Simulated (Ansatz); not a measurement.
**KSrBr3 (built on the sites of a database entry of CsPbBr3): a soft mode frozen in**

Aim: this structure of KSrBr3 (built on the sites of a database entry of CsPbBr3) is to be tested for unstable modes, and one is followed downhill.

Program: Ansatz 0.2.0. Level of theory: DFT PBEsol, scalar-relativistic, plane waves, PseudoDojo norm-conserving pseudopotentials. Results are calculated unless marked as measured.

The structure was built from a prototype and need not be the compound's stable phase.

**1. Starting point**

The structure is cubic, space group Pm-3m (No. 221). The conventional cell has a = 5.873 Å, b = 5.873 Å, c = 5.873 Å, α = 90.00°, β = 90.00°, γ = 90.00°. Nearest to K lie 12 Br at 4.15 Å. Sr has 6 Br at 2.94 Å nearest. Nearest to Br lie 2 Sr at 2.94 Å and 4 K at 4.15 Å. Farther neighbours and most contacts between anions are not listed.

**2. The dispersion**

The cell comes from relaxations at this level that are not shown. Stability and thermal properties need the whole zone. Linear response on a 2×2×2 q mesh gives force constants as far as a supercell of that size would, and the tensors from the zone-centre run are typed in so that the long-range dipole term is interpolated apart.

The input, input.yaml:

```yaml
crystal:
  lattice:
    - [5.8733190708, 0.0, 0.0]
    - [0.0, 5.8733190708, 0.0]
    - [0.0, 0.0, 5.8733190708]
  atoms:
    - { symbol: K, position: [0.0, 0.0, 0.0] }
    - { symbol: Sr, position: [0.5, 0.5, 0.5] }
    - { symbol: Br, position: [0.0, 0.5, 0.5] }
    - { symbol: Br, position: [0.5, 0.0, 0.5] }
    - { symbol: Br, position: [0.5, 0.5, 0.0] }
kpoints:
  mp_grid: { grid: [4, 4, 4] }
hamiltonian:
  xc: pbesol
  pseudopotentials: { kind: nc, accuracy: standard }
scf:
  occupations: { method: fixed }
output:
  eigenvalues: true
phonons:
  method: dfpt
  qmesh: [2, 2, 2]
  temperatures: { t_max: 1000, t_step: 50 }
  qpath:
    path:
      - [[0.0, 0.0, 0.0], [0.0, 0.5, 0.0], [0.5, 0.5, 0.0], [0.0, 0.0, 0.0], [0.5, 0.5, 0.5], [0.0, 0.5, 0.0]]
      - [[0.5, 0.5, 0.5], [0.5, 0.5, 0.0]]
    npoints: 10
  non_analytic_term:
    high_frequency_dielectric_tensor: [[2.7386, 0.0, 0.0], [0.0, 2.7386, 0.0], [0.0, 0.0, 2.7386]]
    born_effective_charges:
      - { species: K, tensor: [[1.314, 0.0, 0.0], [0.0, 1.314, 0.0], [0.0, 0.0, 1.314]] }
      - { species: Sr, tensor: [[2.4104, 0.0, 0.0], [0.0, 2.4104, 0.0], [0.0, 0.0, 2.4104]] }
      - { species: Br, tensor: [[-2.0009, 0.0, 0.0], [0.0, -0.8617, 0.0], [0.0, 0.0, -0.8617]] }
      - { species: Br, tensor: [[-0.8617, 0.0, 0.0], [0.0, -2.0009, 0.0], [0.0, 0.0, -0.8617]] }
      - { species: Br, tensor: [[-0.8617, 0.0, 0.0], [0.0, -0.8617, 0.0], [0.0, 0.0, -2.0009]] }
    source: "zone-centre run at this cell"
```

Started as:

```console
ansatz run input.yaml --threads 8 --pin off --max-ram 14336MiB --backend cpu --events-out ev --progress --plain --runs-dir out
```

Numbers of over 12 decimals in the logs are rounded to 6 here.

The log of the run:

```text
Engine: ansatz 0.2.0, aarch64-unknown-linux-gnu
Pseudopotentials: kind: nc
Pseudopotential: K, nc, valence charge 9, recommended cutoff 1006.821291 eV (normal), K.nc.azcp (PseudoDojo's, or run here from an input of PseudoDojo's; its table is named by hamiltonian.pseudopotentials.accuracy)
Pseudopotential: Sr, nc, valence charge 10, recommended cutoff 925.187132 eV (normal), Sr.nc.azcp (PseudoDojo's, or run here from an input of PseudoDojo's; its table is named by hamiltonian.pseudopotentials.accuracy)
Pseudopotential: Br, nc, valence charge 7, recommended cutoff 625.861884 eV (normal), Br.nc.azcp (PseudoDojo's, or run here from an input of PseudoDojo's; its table is named by hamiltonian.pseudopotentials.accuracy)
Functional definition: PBEsol
  exchange = pbesol_x
  correlation = pbesol_c
Crystal: 5 atoms, lattice volume = 202.605 Å³
Basis set: ecut = 1006.821291 eV, 14771 PW (Γ), exchange–correlation on 128×128×128 points (8 copies of the dense FFT grid, shifted against one another)
Bands: 25, of which v1, the nominal top of the filled ones, is band 20 counted from 1 (19 counted from 0)
Symmetry: 48 space group operations
k-points: 10 of 64
Non-local potential: K, projectors of the file, l = 0: 2, l = 1: 2, l = 2: 2
Non-local potential: Sr, projectors of the file, l = 0: 2, l = 1: 2, l = 2: 2
Non-local potential: Br, projectors of the file, l = 0: 2, l = 1: 2, l = 2: 2
Initial density: superposition of atomic densities (chi_scale 0.1, normalization cell, long waves kept (reshape's long-wave potential 0.01 eV rms))
Initial wavefunctions: pseudopotential atomic-orbital guess
Functional: x = pbesol(κ = 0.804, μ = 0.123457), c = pbesol(β = 0.046)
SCF iter   1: F=—  HF=-3041.090512 eV  |F-HF|=—  |Δ(HF+E_count)|=         —  Δρ=3.26e-2  dr2=4.27e0  ethr=3.10e-3  ⟨swp⟩=8.8  Hψ=1418  notcnv=0  defer=26
preconditioner: auto → Resta (q_TF=auto, 2.082 Å⁻¹)  ε∞=4.5  [insulator: Δε(μ)=2.833 eV  Ē_g=5.879 eV  n_scr=26 (ndim 8)  ℏωp=11.1 eV  f_vac=0.004  ε∞_Penn≈4.5]
SCF iter   2: F=—  HF=-3039.622208 eV  |F-HF|=—  |Δ(HF+E_count)|=    1.47e0  Δρ=1.38e-2  dr2=9.67e-1  ethr=3.10e-3  ⟨swp⟩=5.1  Hψ=664  notcnv=0  defer=25
SCF iter   3: F=—  HF=-3039.227869 eV  |F-HF|=—  |Δ(HF+E_count)|=   3.94e-1  Δρ=4.15e-3  dr2=6.08e-2  ethr=2.42e-3  ⟨swp⟩=4.6  Hψ=564  notcnv=0  defer=26
SCF iter   4: F=—  HF=-3039.227981 eV  |F-HF|=—  |Δ(HF+E_count)|=   1.12e-4  Δρ=9.73e-4  dr2=3.09e-3  ethr=1.52e-4  ⟨swp⟩=4.2  Hψ=630  notcnv=0  defer=26
SCF iter   5: F=—  HF=-3039.229802 eV  |F-HF|=—  |Δ(HF+E_count)|=   1.82e-3  Δρ=2.91e-4  dr2=2.62e-4  ethr=7.73e-6  ⟨swp⟩=4.2  Hψ=484  notcnv=0  defer=26
SCF iter   6: F=—  HF=-3039.230406 eV  |F-HF|=—  |Δ(HF+E_count)|=   6.04e-4  Δρ=6.69e-5  dr2=2.30e-5  ethr=6.55e-7  ⟨swp⟩=3.2  Hψ=455  notcnv=0  defer=26
SCF iter   7: F=—  HF=-3039.230456 eV  |F-HF|=—  |Δ(HF+E_count)|=   4.91e-5  Δρ=2.06e-5  dr2=3.42e-6  ethr=5.75e-8  ⟨swp⟩=2.5  Hψ=430  notcnv=0  defer=24
SCF iter   8: F=—  HF=-3039.230655 eV  |F-HF|=—  |Δ(HF+E_count)|=   2.00e-4  Δρ=4.78e-6  dr2=4.92e-8  ethr=8.54e-9  ⟨swp⟩=2.1  Hψ=398  notcnv=0  defer=24
SCF iter   9: F=—  HF=-3039.230655 eV  |F-HF|=—  |Δ(HF+E_count)|=   6.81e-8  Δρ=8.40e-7  dr2=2.60e-9  ethr=1.23e-10  ⟨swp⟩=2.5  Hψ=434  notcnv=0  defer=24
SCF iter  10: F=—  HF=-3039.230655 eV  |F-HF|=—  |Δ(HF+E_count)|=   6.33e-9  Δρ=2.78e-7  dr2=2.04e-10  ethr=6.49e-12  ⟨swp⟩=2.4  Hψ=459  notcnv=0  defer=24
SCF iter  11: F=-3039.230655 eV  HF=-3039.230655 eV  |F-HF|=1.55e-11  |Δ(HF+E_count)|=  3.57e-10  Δρ=6.13e-8  dr2=8.07e-12  ethr=1.00e-12  ⟨swp⟩=25.3  Hψ=3086  notcnv=0
SCF 1 converged in 11 iterations: F = -3039.230655 eV  dr2 = 8.07e-12
NSCF: frozen V_eff on 10 k-points
NSCF: frozen V_eff on 27 k-points
DFPT response loops at q = (0, 0, 0) (fractional): preconditioner auto → none (the input reference at scf.mixing.eps_inf says where Resta's filter doesn't serve); β = 0.50; Broyden in place of MSR1
NSCF: frozen V_eff on 54 k-points
DFPT response loops at q = (0, 0, -0.5) (fractional): preconditioner auto → Resta (q_TF=auto, 2.082 Å⁻¹)  ε∞=4.0 (no band partly filled); β = 1.00, the filter's whole step (`scf.mixing.beta` (0.50) is not read by the response loops at its default; to damp them type it under 1.00, their step now; it binds the ground state too); Broyden in place of MSR1
NSCF: frozen V_eff on 54 k-points
DFPT response loops at q = (0, -0.5, -0.5) (fractional): mixed as the last ones told, above
NSCF: frozen V_eff on 54 k-points
DFPT response loops at q = (-0.5, -0.5, -0.5) (fractional): mixed as the last ones told, above
SCF converged after 11 iterations
Free energy (F): -3039.230655 eV
Harris-Foulkes:  -3039.230655 eV  (|F-HF|=1.55e-11)
Internal energy: -3039.230655 eV  (E = F + TS)
E sigma→0 (E₀):  -3039.230655 eV
Fermi energy:    1.121174 eV
--- Per-component energies (eV) ---
  E_band       = -336.361926
  E_kinetic    = 887.609912
  E_local      = -2361.169584  (includes V_loc(G=0)·N_el)
  E_nonlocal   = 437.712342
  E_hartree    = 664.007344
  E_xc         = -820.364312
  E_vxc        = -628.529295  (∫ρ·V_xc dr)
  E_ewald      = -1847.026357
  E_smearing   = -0.000000  (= −TS)
  E_closure    = -0.000000  (closes the sum)
  Σ components = -3039.230655   (vs F -3039.230655, Δ=0.00e0)
--- Band table (eV; the first three rows and the last of 10) ---
  k-point 0: bands = [... 16 lower, 0.6279, 0.8747, 0.8747, 0.8747, 4.8466, 6.2541, 6.2541, 6.2541, ... 1 higher]
  k-point 1: bands = [... 16 lower, 0.5059, 0.5683, 0.8178, 0.8178, 5.4208, 6.3425, 6.7862, 6.7862, ... 1 higher]
  k-point 2: bands = [... 16 lower, 0.3098, 0.5111, 0.7917, 0.7917, 6.4450, 6.5771, 6.5841, 7.5272, ... 1 higher]
  k-point 9: bands = [... 16 lower, -0.2892, 1.1212, 1.1212, 1.1212, 6.2177, 7.5090, 7.5090, 7.5090, ... 1 higher]
--- Phonons (Γ-DFPT): 4 representative perturbations + reference (Σ response iterations 10) ---
  ASR residual: 1.922e-4 → 0.000e0 eV/Å²; symmetrization residual: 1.505e-6 eV/Å²
  ASR residual per site (eV/Å²): 9.66e-5 1.92e-4 6.98e-5 6.98e-5 6.98e-5
  Γ frequencies (cm⁻¹): -55.50 -55.50 -55.50 -20.93 -20.93 -20.93 0.00 0.00 0.00 52.80 52.80 52.80 180.33 180.33 180.33
--- Phonons (arbitrary-q DFPT): 4 irreducible q on the 2×2×2 mesh ---
  q = [0.0000, 0.0000, 0.0000] (star 1, of the zone-centre solve; hermiticity 5.27e-7, symmetrization 1.96e-14): -55.50 -55.50 -55.50 -20.93 -20.93 -20.93 -0.00 0.00 0.00 52.80 52.80 52.80 180.33 180.33 180.33
  q = [0.0000, 0.0000, -0.5000] (star 3, 9 solved perturbations in 216 linear systems a pass and spin channel, the states on 27 of 64 k-point pairs; hermiticity 4.02e-7, symmetrization 1.39e-12, the responses' own estimated error 1.3e-4 eV/Å²): -50.75 -50.75 -20.57 -20.57 -14.16 30.44 30.44 40.99 45.20 45.20 48.27 148.67 163.07 180.26 180.26
  q = [0.0000, -0.5000, -0.5000] (star 3, 9 solved perturbations in 216 linear systems a pass and spin channel, the states on 27 of 64 k-point pairs; hermiticity 2.19e-7, symmetrization 2.85e-12, the responses' own estimated error 1.2e-4 eV/Å²): -51.72 -51.72 -42.08 -41.82 14.58 14.58 44.01 47.25 47.25 51.34 143.88 149.09 149.09 165.89 180.21
  q = [-0.5000, -0.5000, -0.5000] (star 1, 4 solved perturbations in 81 linear systems a pass and spin channel, the states on 27 of 64 k-point pairs; hermiticity 1.04e-7, symmetrization 4.31e-13, the responses' own estimated error 1.1e-4 eV/Å²): -54.27 -54.27 -54.27 -42.26 -42.26 -42.26 60.04 60.04 60.04 143.62 143.62 147.11 147.11 147.11 169.35
  sum rule: each row above includes the acoustic sum rule's correction from the zone centre's row sums; it moved no ω² by more than (0.82 cm⁻¹)²
  mesh force constants: q→R imaginary residual 3.65e-18; ASR residual 1.922e-4 → 0.000e0 eV/Å²; symmetrization residual 9.770e-15 eV/Å²
  interpolated dispersion: 63 rows × 15 modes
  density of states and harmonic sums: on the 12×12×12 q-mesh, interpolated from the force constants of a 2×2×2 supercell (with the dipole–dipole term of supplied tensors)
  largest difference from the sums on the solved wave vectors: F 6.51e-2 eV, S 7.20e-5 and C_V 1.37e-5 eV/K
  zero-point energy: 0.059451 eV/cell   skipped modes (ω ≤ 0): 449, of them read as no rigid motion or as one in doubt: 446 (5.329e0 modes/cell left out, lowest -55.50 cm⁻¹)   left out of the sums: 3.55e-1 of the cell's modes: C_V's classical limit lies that fraction below 3 k_B per atom; for a crystal, a wire or a layer, F and S can be off by more, and a phonons.interpolated_qmesh denser along its periods is the remedy for the sampling
```

Run time: 4.4 min. Hardware: 8 threads of Arm Neoverse N1, shared host; peak memory 2.6 GiB; 34 min of CPU time.

In the SCF lines HF is the Harris–Foulkes energy and dr2 the Hartree energy of the density residual, in eV; the loop may stop once dr2 is under the threshold and the program's other checks hold. Hψ counts applications of the Hamiltonian.

This step gave:

- gap on the k-mesh: 3.725 eV
- volume per atom: 40.52 Å³
- sum-rule residual before enforcement: 1.92e-4 eV/Å²
- lowest frequency on the path: -55.50 cm⁻¹
- point group: m-3m
- highest frequency on the path or at a solved wavevector: 208.9 cm⁻¹
- highest optical mode at the zone centre (no LO-TO term): 180.3 cm⁻¹
- lowest optical zone-centre mode: -55.5 cm⁻¹
- lowest mode on the q mesh (acoustic modes at Γ apart): -55.5 cm⁻¹

Frequencies (cm⁻¹) solved at each irreducible wavevector; negative means imaginary. Frequencies by wavevector, by row:

```
q in reciprocal lattice units  star  mode 1  mode 2  mode 3  mode 4  mode 13  mode 14  mode 15
                        0 0 0     1   -55.5   -55.5   -55.5   -20.9    180.3    180.3    180.3
                     0 0 -0.5     3   -50.8   -50.8   -20.6   -20.6    163.1    180.3    180.3
                  0 -0.5 -0.5     3   -51.7   -51.7   -42.1   -41.8    149.1    165.9    180.2
               -0.5 -0.5 -0.5     1   -54.3   -54.3   -54.3   -42.3    147.1    147.1    169.3
```

Interpolated from a 2×2×2 q mesh, with the LO-TO term (at Γ the limit along the path; where Γ stands inside the path, tables give the limit on arrival). The phonon branches at the labelled points (cm⁻¹):

```csv
point,branch 1,branch 2,branch 3,branch 4,branch 12,branch 13,branch 14,branch 15
Γ,-56,-56,-21,-21,59,180,180,209
halfway,-53,-53,-19,-19,95,180,180,196
X,-51,-51,-21,-21,149,163,180,180
halfway,-52,-47,-38,-33,149,154,180,182
M,-52,-52,-42,-42,149,149,166,180
halfway,-52,-50,-30,-29,96,170,180,195
Γ,-56,-56,-21,-21,59,180,180,209
halfway,-52,-52,-32,-30,98,171,171,194
R,-54,-54,-54,-42,147,147,147,169
halfway,-52,-50,-44,-35,148,152,172,185
X,-51,-51,-21,-21,149,163,180,180
jump to R,-54,-54,-54,-42,147,147,147,169
halfway,-52,-52,-49,-42,148,148,159,180
M,-52,-52,-42,-42,149,149,166,180
```

Symmetry leaves 4 wavevectors to solve. The lowest mode among them, the acoustic zeros apart, lies at Γ and is imaginary, 55.5i cm⁻¹, so the energy falls along it.

**3. The mode frozen in, largest atomic shift 0 Å**

The mode followed lies at q = (-0.5, -0.5, -0.5) with frequency 54.3i cm⁻¹ and is 3-fold degenerate, one of the unstable modes though not the softest. At small amplitude the distorted cell has space group no. 139 by a symmetry search on the positions. The undistorted cell that holds it gives the zero of energy on the same k mesh.

System of this step: KSrBr3 (built on the sites of a database entry of CsPbBr3). It takes space group Pm-3m (No. 221, cubic). The conventional cell has a = 5.873 Å, b = 5.873 Å, c = 5.873 Å, α = 90.00°, β = 90.00°, γ = 90.00°. Nearest to K lie 12 Br at 4.15 Å. Sr has 6 Br at 2.94 Å nearest. Nearest to Br lie 2 Sr at 2.94 Å and 4 K at 4.15 Å. Farther neighbours and most contacts between anions are not listed.

The input, input.yaml:

```yaml
crystal:
  lattice:
    - [5.8733190708, 5.8733190708, 0.0]
    - [5.8733190708, 0.0, 5.8733190708]
    - [5.8733190708, 0.0, -5.8733190708]
  atoms:
    - { symbol: K, position: [0.0, 0.0, 0.0] }
    - { symbol: K, position: [0.0, 0.5, 0.5] }
    - { symbol: Sr, position: [0.5, 0.25, 0.75] }
    - { symbol: Sr, position: [0.5, 0.75, 0.25] }
    - { symbol: Br, position: [0.5, 0.0, 0.5] }
    - { symbol: Br, position: [0.5, 0.5, 0.0] }
    - { symbol: Br, position: [0.0, 0.5, 0.0] }
    - { symbol: Br, position: [0.0, 0.0, 0.5] }
    - { symbol: Br, position: [0.5, 0.0, 0.0] }
    - { symbol: Br, position: [0.5, 0.5, 0.5] }
kpoints:
  mp_grid: { grid: [4, 4, 4] }
hamiltonian:
  xc: pbesol
  pseudopotentials: { kind: nc, accuracy: standard }
scf:
  occupations: { method: gaussian, width: 0.02 }
output:
  forces: true
  stress: true
  eigenvalues: true
```

The log of the run:

```text
[...]
Crystal: 10 atoms, lattice volume = 405.211 Å³
Basis set: ecut = 1006.821291 eV, 29603 PW (Γ), exchange–correlation on 180×180×180 points (8 copies of the dense FFT grid, shifted against one another)
Bands: 50, of which v1, the nominal top of the filled ones, is band 40 counted from 1 (39 counted from 0)
Symmetry: 96 space group operations
[...]
k-points: 8 of 64
[...]
k-point 0: bands = [... 36 lower, 0.8745, 1.1210, 1.1210, 1.1210, 4.8465, 6.2175, 6.2542, 6.2542, ... 4 higher]
  k-point 1: bands = [... 36 lower, 0.7876, 0.9939, 0.9939, 1.0415, 5.2898, 6.4640, 6.5339, 6.5592, ... 4 higher]
  k-point 2: bands = [... 36 lower, 0.7912, 0.7912, 0.8608, 0.8608, 6.1581, 6.1581, 7.0717, 7.0717, ... 4 higher]
  k-point 7: bands = [... 36 lower, 0.6151, 0.6151, 0.8999, 0.8999, 6.8134, 6.8134, 6.9638, 6.9638, ... 4 higher]
[key lines of the parts left out:]
SCF converged after 9 iterations
Free energy (F): -6078.462676 eV
Fermi energy:    2.983794 eV
P = ⅓ Tr σ = 0.0031 GPa (0.031 kbar)
```

The job ended after 13 s (8 threads; peak memory 3.1 GiB; 89 s of CPU time).

This step gave:

* pressure: 0.003067 GPa
* gap on the k-mesh: 3.726 eV
* energy from the undistorted cell: 0 meV/atom

At this level the gap is 3.73 eV on the k-mesh of the self-consistent run, which can miss the band edges.

**4. The mode frozen in, largest atomic shift 0.6 Å**

The atoms are moved along the unstable eigenvector, the largest shift by 0.6 Å, with the cell fixed.

input.yaml, the sections that differ from step 3:

```yaml
crystal:
  lattice:
    - [5.8733190708, 5.8733190708, 0.0]
    - [5.8733190708, 0.0, 5.8733190708]
    - [5.8733190708, 0.0, -5.8733190708]
  atoms:
    - { symbol: K, position: [-0.1021568883, 0.0510784441, 0.0510784441] }
    - { symbol: K, position: [0.1021568883, 0.4489215559, 0.4489215559] }
    - { symbol: Sr, position: [0.5, 0.25, 0.75] }
    - { symbol: Sr, position: [0.5, 0.75, 0.25] }
    - { symbol: Br, position: [0.5, 0.0127798351, 0.4872201649] }
    - { symbol: Br, position: [0.5, 0.4872201649, 0.0127798351] }
    - { symbol: Br, position: [0.0, 0.5, 0.0] }
    - { symbol: Br, position: [0.0, 0.0, 0.5] }
    - { symbol: Br, position: [0.5, 0.0127798351, 0.0127798351] }
    - { symbol: Br, position: [0.5, 0.4872201649, 0.4872201649] }
# kpoints, hamiltonian, scf, output: as in step 3
```

The log of the run:

```text
[...]
Crystal: 10 atoms, lattice volume = 405.211 Å³
Basis set: ecut = 1006.821291 eV, 29603 PW (Γ), exchange–correlation on 180×180×180 points (8 copies of the dense FFT grid, shifted against one another)
Bands: 50, of which v1, the nominal top of the filled ones, is band 40 counted from 1 (39 counted from 0)
Symmetry: 16 space group operations
[...]
k-points: 13 of 64
[...]
k-point 0: bands = [... 36 lower, 0.8317, 1.0028, 1.0769, 1.0769, 4.9518, 6.2124, 6.2558, 6.2558, ... 4 higher]
  k-point 1: bands = [... 36 lower, 0.7496, 0.9100, 0.9572, 0.9913, 5.3887, 6.4763, 6.4942, 6.5571, ... 4 higher]
  k-point 2: bands = [... 36 lower, 0.7565, 0.7672, 0.7993, 0.8502, 6.2208, 6.2504, 6.9811, 7.0775, ... 4 higher]
  k-point 12: bands = [... 36 lower, 0.4230, 0.7074, 0.7074, 0.9948, 6.3786, 6.5987, 6.6985, 7.2793, ... 4 higher]
[key lines of the parts left out:]
SCF converged after 9 iterations
Free energy (F): -6078.612950 eV
Fermi energy:    3.014637 eV
P = ⅓ Tr σ = 0.1975 GPa (1.975 kbar)
```

It took 19 s on 8 threads; peak memory 3.5 GiB; 2.5 min of CPU time.

Numbers from this step:

- pressure: 0.1975 GPa
- gap on the k-mesh: 3.875 eV
- energy from the undistorted cell: -15.03 meV/atom

The energy, extrapolated to zero smearing, is -15.03 meV/atom against the undistorted cell.

The run ends at a pressure of 0.20 GPa, with forces up to 0.14 eV/Å.

**5. Energy along the mode, all amplitudes (two of the runs are shown above)**

An imaginary frequency means negative curvature, so the energy should fall and then rise again as anharmonic terms take over.

Numbers from this step:

| Property | Result |
| --- | --- |
| depth at the lowest point sampled | 15.03 meV/atom |
| largest atomic shift at that point | 0.6 Å |

The energy from the parent by largest atomic shift:

| largest atomic shift (Å) | energy from the parent (meV/atom) |
| --- | --- |
| 0.000 | 0 |
| 0.040 | -0.085 |
| 0.080 | -0.339 |
| 0.140 | -1.03 |
| 0.220 | -2.50 |
| 0.320 | -5.12 |
| 0.450 | -9.49 |
| 0.600 | -15.0 |

Displacement at unit largest shift by atom:

```
atom  x (Å)  y (Å)  z (Å)  size
  K1   0.00  -1.00   0.00  1.00
  K2   0.00   1.00   0.00  1.00
 Sr3   0.00   0.00   0.00  0.00
 Sr4   0.00   0.00   0.00  0.00
 Br5   0.00   0.00   0.25  0.25
 Br6   0.00   0.00  -0.25  0.25
 Br7   0.00   0.00   0.00  0.00
 Br8   0.00   0.00   0.00  0.00
 Br9   0.25   0.00   0.00  0.25
Br10  -0.25   0.00   0.00  0.25
```

The lowest of the steps tried is the last one, at 0.6 Å, 15.0 meV/atom below the parent; the bottom of the well need not coincide with a step.

(Part 1 of 2 ends here.)

[Logs are printed without paths, hosts, clocks, repeated set-up lines and the standing remarks that a program may print on its own settings, such as how far it seeks lower states.]

[Hosts, paths, dates, database ids (printed as entryN), source tags and the programs' standing remarks are cut or masked in the printed files.]
